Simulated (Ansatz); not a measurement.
# Sc3TlB (Pm-3m): phonons and vibrational spectra, part 2 of 2

Task: relax Sc3TlB (Pm-3m), then find its harmonic phonons.

Ansatz 0.2.0; DFT PBEsol, scalar-relativistic, plane waves, PAW; PAW set soft_1.

So far. Step 3 (Tight relaxation): The forces vanish by symmetry and the pressure is 0.000 GPa, within the tolerances set. The cell now holds 19.89 Å³/atom. Step 4 (Linear response at the zone centre): Before it was imposed, the acoustic sum rule was missed by 2.2e-5 eV/Å². Small misses are needed for a sound result but don't prove that mesh and cutoff are converged. The lowest optical mode is real, 98.2 cm⁻¹. The relaxed cell has a = 4.633 Å (conventional setting).

## Step 5: The dispersion

Stability and thermal properties need the whole zone. Linear response on a 4×4×4 q mesh gives force constants as far as a supercell of that size would.

The input, input.yaml:

```yaml
crystal:
  lattice:
    - [4.6329577095, 0.0, 0.0]
    - [0.0, 4.6329577095, 0.0]
    - [0.0, 0.0, 4.6329577095]
  atoms:
    - { symbol: Sc, position: [0.0, 0.5, 0.5] }
    - { symbol: Sc, position: [0.5, 0.0, 0.5] }
    - { symbol: Sc, position: [0.5, 0.5, 0.0] }
    - { symbol: Tl, position: [0.0, 0.0, 0.0] }
    - { symbol: B, position: [0.5, 0.5, 0.5] }
kpoints:
  mp_grid: { grid: [8, 8, 8] }
hamiltonian:
  xc: pbesol
  pseudopotentials: { kind: paw, azcp: { folder: soft_1 }, xc_functional: pbe }
scf:
  occupations: { method: methfessel_paxton, width: 0.2 }
output:
  eigenvalues: true
phonons:
  method: dfpt
  qmesh: [4, 4, 4]
  temperatures: { t_max: 1000, t_step: 50 }
  qpath:
    path:
      - [[0.0, 0.0, 0.0], [0.0, 0.5, 0.0], [0.5, 0.5, 0.0], [0.0, 0.0, 0.0], [0.5, 0.5, 0.5], [0.0, 0.5, 0.0]]
      - [[0.5, 0.5, 0.5], [0.5, 0.5, 0.0]]
    npoints: 10
```

The run is started by

```console
$ ansatz run input.yaml --threads 4 --pin off --max-ram 10240MiB --backend cpu --events-out ev --progress --plain --runs-dir out
```

Elapsed: 20 min, on 4 threads of Arm Neoverse V1, shared host; peak memory 3.7 GiB.

This step gave:

| Item | Value |
| --- | --- |
| sum-rule residual before enforcement | 2.07e-5 eV/Å² |
| lowest frequency on the path | 0 cm⁻¹ |
| highest frequency on the path or at a solved wavevector | 521.1 cm⁻¹ |
| mean frequency | 211.5 cm⁻¹ |
| Debye temperature (second moment) | 486 K |
| logarithmic mean frequency | 162.2 cm⁻¹ |
| lowest mode on the q mesh (acoustic modes at Γ apart) | 45.13 cm⁻¹ |
| zero-point energy per atom | 39.33 meV |
| heat capacity at 300 K | 22.24 J/(mol atoms K) |
| vibrational entropy at 300 K | 32.70 J/(mol atoms K) |
| edges of the widest gap between branches, on path and mesh | 342.5, 443.1 cm⁻¹ |

Frequencies (cm⁻¹) solved at each irreducible wavevector; negative means imaginary. Frequencies by wavevector, by row:

```
q in reciprocal lattice units  star  mode 1  mode 2  mode 3  mode 4  mode 13  mode 14  mode 15
                        0 0 0     1       0       0       0    98.2    459.8    459.8    459.8
                     0 0 0.25     6    45.1    45.1    58.7   107.7    457.4    457.4    464.8
                     0 0 -0.5     3    57.4    57.4    67.1   110.1    443.1    443.1    481.4
                  0 0.25 0.25    12    53.1    55.5    63.1     111    460.5    465.1    497.1
                  0 0.25 -0.5    12    58.5    60.8    65.8    92.4    468.7    493.3    502.5
                  0 -0.5 -0.5     3    62.7    63.8    65.3    65.3    495.4    520.5    520.5
               0.25 0.25 0.25     8    57.1    57.1      65   106.1    478.6    500.1    500.1
               0.25 0.25 -0.5    12    59.7    60.5      65    87.6    493.8    507.2    510.7
               0.25 -0.5 -0.5     6    52.4    61.2    64.8    64.8    501.9    520.9    520.9
               -0.5 -0.5 -0.5     1    51.6    51.6    51.6    64.8      518      518      518
```

Interpolated from a 4×4×4 q mesh. Phonon branches along the path, in cm⁻¹:

```
    point  branch 1  branch 2  branch 3  branch 4  branch 12  branch 13  branch 14  branch 15
        Γ         0         0         0        98        230        460        460        460
  halfway        45        45        59       108        258        457        457        465
        X        57        57        67       110        300        443        443        481
  halfway        58        61        66        92        301        469        493        502
        M        63        64        65        65        312        495        520        520
  halfway        53        56        63       111        262        460        465        497
        Γ         0         0         0        98        230        460        460        460
  halfway        57        57        65       106        271        479        500        500
        R        52        52        52        65        342        518        518        518
  halfway        60        60        65        88        306        494        507        511
        X        57        57        67       110        300        443        443        481
jump to R        52        52        52        65        342        518        518        518
  halfway        52        61        65        65        322        502        521        521
        M        63        64        65        65        312        495        520        520
```

The phonon density of states has structure finer than the step of the table below, so its rows give means over 20 cm⁻¹, whole bins alone (the curve runs from 2.5 to 522 cm⁻¹). Peaks (cm⁻¹: height): 62.5: 0.233, 117.5: 0.0949, 147.5: 0.102, 227.5: 0.0358, 517.5: 0.0716.

Tetrahedra on a 16×16×16 mesh, mean over bins of 5 cm-1. Interpolated from a 4×4×4 q mesh. Table of phonon density of states by wavenumber; means over each step:

```
wavenumber (cm⁻¹)  phonon density of states (1/cm⁻¹/cell)
               20                                 0.00126
               40                                  0.0123
               60                                   0.139
               80                                  0.0250
              100                                  0.0455
              120                                  0.0831
              140                                  0.0700
              160                                  0.0554
              180                                  0.0185
              200                                  0.0188
              220                                  0.0317
              240                                  0.0246
              260                                  0.0213
              280                                  0.0235
              300                                  0.0226
              320                                 0.00630
              340                                  8.4e-4
              360                                       0
              380                                       0
              400                                       0
              420                                       0
              440                                 0.00411
              460                                  0.0325
              480                                  0.0379
              500                                  0.0435
```

The partial phonon density of states has structure finer than the step of the table below, so its rows give means over 20 cm⁻¹, whole bins alone (the curve runs from -10 to 546 cm⁻¹). Peaks (cm⁻¹: height): B 515.0: 0.0537; Sc 123.0: 0.084, 147.5: 0.0811, 221.0: 0.0337, 242.0: 0.0309, 301.5: 0.0261; Tl 60.0: 0.181.

Phonopy on the run's constants, 13x13x13 mesh, Gaussian sigma 4.0 cm-1. Interpolated from a 4×4×4 q mesh. The partial phonon density of states by wavenumber; means over each step; values in 1/cm⁻¹/cell:

```
wavenumber (cm⁻¹)        B       Sc       Tl
                0   6.3e-7   3.3e-5   5.2e-5
               20   3.3e-5   4.3e-4   9.0e-4
               40   1.2e-4  0.00252   0.0116
               60   9.1e-5   0.0134    0.122
               80   2.2e-6   0.0179  0.00882
              100   4.1e-4   0.0427  0.00284
              120   8.6e-4   0.0791  0.00242
              140   4.1e-4   0.0685   7.9e-4
              160   1.6e-4   0.0543   4.8e-4
              180   1.1e-4   0.0196   1.2e-4
              200  0.00238   0.0164        0
              220  0.00325   0.0281   7.1e-6
              240  0.00219   0.0231   1.6e-6
              260  0.00126   0.0191        0
              280   7.8e-4   0.0226        0
              300   3.9e-4   0.0222        0
              320   7.0e-5  0.00655        0
              340   3.1e-6   9.5e-4        0
              360        0   2.1e-6        0
              380        0        0        0
              400        0        0        0
              420        0        0        0
              440  0.00440   7.7e-4        0
              460   0.0275  0.00447        0
              480   0.0334  0.00390        0
              500   0.0407  0.00266   5.0e-7
              520   0.0314   7.1e-4   3.0e-6
```

Harmonic thermodynamic functions per atom, from the density of states. Interpolated from a 4×4×4 q mesh. Thermodynamic functions, by row:

```
T (K)  F_vib (meV/atom)  S (J/mol-atom/K)  C_V (J/mol-atom/K)
    0             39.33                 0                   0
   50              38.6             4.451               7.889
  100             34.26             12.16               14.32
  200             15.09             24.11               19.94
  300            -14.57              32.7               22.24
  400            -51.99             39.26                23.3
  500             -95.5             44.52               23.85
  600              -144              48.9               24.16
  700            -196.6             52.64               24.36
  800            -252.9              55.9                24.5
  900            -312.4             58.79               24.59
 1000            -374.7             61.39               24.65
```

Harmonic mean-square displacement, third of the trace. Interpolated from a 4×4×4 q mesh. Mean square displacements, by row:

```
T (K)  Sc1 U_eq (Å²)  Sc2 U_eq (Å²)  Sc3 U_eq (Å²)  Tl4 U_eq (Å²)  B5 U_eq (Å²)
    0        0.00261        0.00261        0.00261        0.00137       0.00362
  100        0.00394        0.00394        0.00394         0.0035       0.00392
  300        0.00968        0.00968        0.00968        0.00998        0.0058
  600        0.01892        0.01892        0.01892        0.01987       0.00991
```

Symmetry leaves 10 wavevectors to solve. The lowest mode among them, the acoustic zeros apart, lies at q = (0, 0, 0.25) and is real, 45.1 cm⁻¹.

## Step 6: Isotope substitution, element B, natural mass 10.81 amu

An isotope changes the mass and not the force constants, so no new electronic calculation is needed; the shifts show which modes move this element.

The same force constants with the mass of B changed from 10.810 to 10.013 u (phonopy, no LO-TO term). Both lists are sorted by frequency; levels can cross, so a row need not hold one and the same mode. Modes under 3 cm⁻¹ are left out. Isotope shifts, by row, the first 40 of 57 rows:

```
       q  rank  natural mass (cm⁻¹)  changed mass (cm⁻¹)
   0 0 0     4                98.16                98.34
   0 0 0     5                98.16                98.34
   0 0 0     6                98.16                98.34
   0 0 0     7                128.9                128.9
   0 0 0     8                128.9                128.9
   0 0 0     9                128.9                128.9
   0 0 0    10                230.5                231.1
   0 0 0    11                230.5                231.1
   0 0 0    12                230.5                231.1
   0 0 0    13                459.8                475.1
   0 0 0    14                459.8                475.1
   0 0 0    15                459.8                475.1
0 0 0.25     1                45.13                45.15
0 0 0.25     2                45.13                45.15
0 0 0.25     3                58.72                58.72
0 0 0.25     4                107.7                107.9
0 0 0.25     5                107.7                107.9
0 0 0.25     6                122.7                122.7
0 0 0.25     7                127.6                127.6
0 0 0.25     8                134.7                134.7
0 0 0.25     9                134.7                134.7
0 0 0.25    10                218.6                219.3
0 0 0.25    11                218.6                219.3
0 0 0.25    12                  258                258.7
0 0 0.25    13                457.4                472.6
0 0 0.25    14                457.4                472.6
0 0 0.25    15                464.8                481.4
0 0 -0.5     1                57.36                57.36
0 0 -0.5     2                57.36                57.36
0 0 -0.5     3                67.08                67.08
0 0 -0.5     4                110.1                110.1
0 0 -0.5     5                  115                  115
0 0 -0.5     6                117.5                117.6
0 0 -0.5     7                117.5                117.6
0 0 -0.5     8                150.2                150.2
0 0 -0.5     9                150.2                150.2
0 0 -0.5    10                198.8                199.9
0 0 -0.5    11                198.8                199.9
0 0 -0.5    12                300.1                300.1
0 0 -0.5    13                443.1                457.4
```

A mode of this element alone would shift by +3.90 %. The highest zone-centre frequency without the field goes from 459.8 to 475.1 cm⁻¹ (+3.3 %). The product of the frequency ratios over all optical modes at Γ is 1.118; the product rule, (m/m′)^(3k/2) (M′/M)^(3/2) with k = 1 such atoms and M the mass of the cell, gives 1.118.

## Step 7: Isotope substitution, element Tl, natural mass 204.38 amu

The same for Tl, from 204.38 to 202.97 u.

A mode of this element alone would shift by +0.35 %. The highest zone-centre frequency without the field goes from 459.8 to 459.8 cm⁻¹ (+0.0 %). The product of the frequency ratios over all optical modes at Γ is 1.004; the product rule, (m/m′)^(3k/2) (M′/M)^(3/2) with k = 1 such atoms and M the mass of the cell, gives 1.004.

## Step 8: Summary of results

* space group after relaxation (within 0.01 Å): Pm-3m
* volume per atom: 19.9 Å³
* electronic character: no gap on this mesh
* highest optical mode at the zone centre (no LO-TO term): 460 cm⁻¹
* lowest optical zone-centre mode: 98.2 cm⁻¹
* lowest mode on the q mesh (acoustic modes at Γ apart): 45.1 cm⁻¹
* highest frequency on the path or at a solved wavevector: 521 cm⁻¹
* zero-point energy per atom: 39.3 meV
* heat capacity at 300 K: 22.2 J/(mol atoms K)
* vibrational entropy at 300 K: 32.7 J/(mol atoms K)
* Debye temperature (second moment): 486 K
* imaginary modes on the 4×4×4 q mesh: none

What this shows: The structure is a minimum as far as tested: no mode is imaginary at the 10 irreducible wavevectors of the 4×4×4 mesh, and the softest away from the acoustic zeros lies at 45 cm⁻¹. The optical modes at Γ span 98 to 460 cm⁻¹. The highest mode in this list at Γ, 459.8 cm⁻¹, is mostly motion of B (85 % of the kinetic energy). On the path and the mesh, the widest gap between branches runs from 342 to 443 cm⁻¹. With no gap, or one that is small against the smearing, the frequencies hang on the k mesh and the smearing, most of all near Kohn anomalies. The phonon runs are without spin polarisation, although the cell has an odd electron count. Spin-orbit coupling is left out, which can matter for the heavy elements here. The PAW files were made for PBE and serve the other functionals too. These are harmonic frequencies at zero temperature: anharmonic shifts, linewidths and thermal expansion are left out.

[Logs are printed without paths, hosts, clocks, repeated set-up lines and the standing remarks that a program may print on its own settings, such as how far it seeks lower states.]

[Hosts, paths, dates, database ids (printed as entryN), source tags and the programs' standing remarks are cut or masked in the printed files.]
